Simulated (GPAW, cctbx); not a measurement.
# By hand: from a DFT structure factor to an extinction distance in MgCd3O4

MgCd3O4, Pm-3m (no. 221), a = 4.6756 Å, b = 4.6756 Å, c = 4.6756 Å, α = 90.00°, β = 90.00°, γ = 90.00°.

```csv
atom,mult.,x,y,z
Cd1,3,0,0,1/2
Mg1,1,1/2,1/2,1/2
O1,3,1/2,0,1/2
O2,1,0,0,0
```

The cell is our own: ordered rocksalt alloy in the eight-atom cube, 3 of 4 Mg sites given to Cd.

A DFT run (GPAW, PBE, 600 eV, 5×5×5 k-points, Fermi–Dirac width 0.02 eV) gives the static X-ray structure factor of 111 as 103.576 e for the conventional cell; superposed free atoms give 104.947 e. **Problem.** Find the Fourier component V of the crystal potential and the two-beam extinction distance at 300 kV in both cases.

## 1. Geometry

The cell volume is Ω = 102.21 Å³ and d(111) = 2.6995 Å, so g = 1/d = 0.3704 Å⁻¹.

## 2. The nuclei

Electrons feel nuclei as well as electrons, so the nuclear charges are summed with the same phases.

Phase sums Σ exp(2πi h·x), turned so that the total is real and positive: Cd +3.000, Mg +1.000, O -4.000. Then F_Z = 48 × (+3.000) + 12 × (+1.000) + 8 × (-4.000) = 124.00 e. The electron term has the same sign for this reflection.

## 3. Mott–Bethe

Poisson's equation, term by term, gives V = (e/4πε₀)(F_Z − F)/(πΩg²), with e/4πε₀ = 14.3996 V Å.

The prefactor is 14.3996 × 2.6995²/(π × 102.21) = 0.32678 V per electron. Free atoms: (124.00 − 104.947) × 0.32678 = 6.226 V. Crystal: (124.00 − 103.576) × 0.32678 = 6.674 V. F changes by -1.31 % and V by +7.2 %: the same 1.37 e is measured against F_Z − F = 19.1 e in place of F = 104.9 e.

## 4. Extinction distance

In the two-beam case ξ = 1/(λU) with U = 2γm₀eV/h², that is ξ = 150.41 V Å²/(γλV).

At 300 kV, λ = 0.01969 Å and γ = 1.5871. Free atoms: ξ = 773 Å. Crystal: ξ = 721 Å. The thickness fringes go as sin²(πt/ξ), so the two patterns slip by a quarter of a period when t|1/ξ₁ − 1/ξ₀| = 1/4, at t ≈ 269 nm. Thermal motion, absorption and many-beam coupling, left out here, change a real pattern.

## 5. Answer

V(111) is 6.67 V against 6.23 V, and ξ is 721 against 773 Å. Limits: static atoms, two beams.

[Outputs are excerpts: Python notices, other lines and further rows are left out; steps that failed or that the build refused (PBEsol, TPSS) are not shown.]

[Logs are printed without paths, hosts, clocks, repeated set-up lines and the standing remarks that a program may print on its own settings, such as how far it seeks lower states.]
